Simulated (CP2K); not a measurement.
The C K edge of 2-methylthiophene was computed by TDDFT (CP2K XAS_TDP, aug-cc-pVDZ, TDA) at these levels: PBE0, PBEh(45%) and PBEh(45%) + GW2X. The first three lines of C1 (bonded to C and 3 H) with a strength over 0.0015, energy in eV and strength:

```csv
run,first,second,third
1,283.66 (0.003),284.03 (0.005),284.69 (0.021)
2,277.55 (0.002),278.09 (0.004),278.39 (0.003)
3,289.93 (0.003),290.29 (0.005),290.96 (0.020)
```

Question: Which run is which?

Run 1: PBEh(45%) (45 % exact exchange). Run 2: PBE0 (25 % exact exchange). Run 3: PBEh(45%) + GW2X (45 % exact exchange). Self-interaction lifts the core level, so the uncorrected lines rise with the share of exact exchange. The GW2X run keeps the spacings of its parent: 0.36 eV between the first two lines in run 3, 0.37 eV in run 1. Its shift is +6.27 eV, since the Kohn–Sham level at this share of exchange lies that far above the quasiparticle level.

[Banner, clock and machine lines of the logs are left out without a mark of their own.]

[Logs are printed without paths, hosts, clocks, repeated set-up lines and the standing remarks that a program may print on its own settings, such as how far it seeks lower states.]

[Hosts, paths, dates, database ids (printed as entryN), source tags and the programs' standing remarks are cut or masked in the printed files.]
